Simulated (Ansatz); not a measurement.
In doubt: masses and optical values from hybrid runs of this build are listed as unsure (in some of the runs), which bears on the screening that GW takes from such a start.

Consider BaTiO3 (Pm-3m).

```xyz
5
Lattice="4.0060 0.0000 0.0000 0.0000 4.0060 0.0000 0.0000 0.0000 4.0060" Properties=species:S:1:pos:R:3 pbc="T T T"
Ba    2.0030    2.0030    2.0030
Ti    0.0000    0.0000    0.0000
O     2.0030    0.0000    0.0000
O     0.0000    2.0030    0.0000
O     0.0000    0.0000    2.0030
```

The cell and positions come from the Crystallography Open Database and are kept as given unless a step says otherwise. Spin-orbit coupling is left out unless a run names it. PAW set soft_2, made with PBE.

Gaps computed with Ansatz 0.2.0 without a self-energy: HSE06 3.18 eV, r2SCAN 2.15 eV and PBE0 3.93 eV.

**Question.** Estimate the G0W0@HSE06 gap with 4×4×4 mesh, 509 empty bands, screening to 230 eV, default PAW files.

About 3.48 eV: on its mesh the run moves the gap from 3.18 eV by +0.30 eV. Among the scalar-relativistic levels given, HSE06 is nearest (−0.30 eV). Bands and cutoff are finite, so the gap is not at the basis limit. The miss can reach some tenths of an eV and take either sign; the mesh is an error of its own. The 4×4×4 mesh is coarse for this cell (its supercell is 16 Å along the shortest edge). The RPA ε∞ on it, from the HSE06 start, is 4.87; such meshes misread the long-range screening, most where the gap is narrow. This is the ideal cubic cell; many perovskites, halides above all, are cubic only on average, and local tilts or off-centring can widen the gap. The many-body steps are scalar-relativistic: spin-orbit coupling is not in them.

[Paths, hosts, dates, memory and timing lines, banners, echoed tables and standing remarks are left out of the program output.]

[Logs are printed without paths, hosts, clocks, repeated set-up lines and the standing remarks that a program may print on its own settings, such as how far it seeks lower states.]

[Runs of the session that timed out or met a known fault of the program may be left out.]

[Cells called generated may have been cut or substituted from an entry of the Crystallography Open Database or the Materials Project.]

[Hosts, paths, dates, database ids (printed as entryN), source tags and the programs' standing remarks are cut or masked in the printed files.]
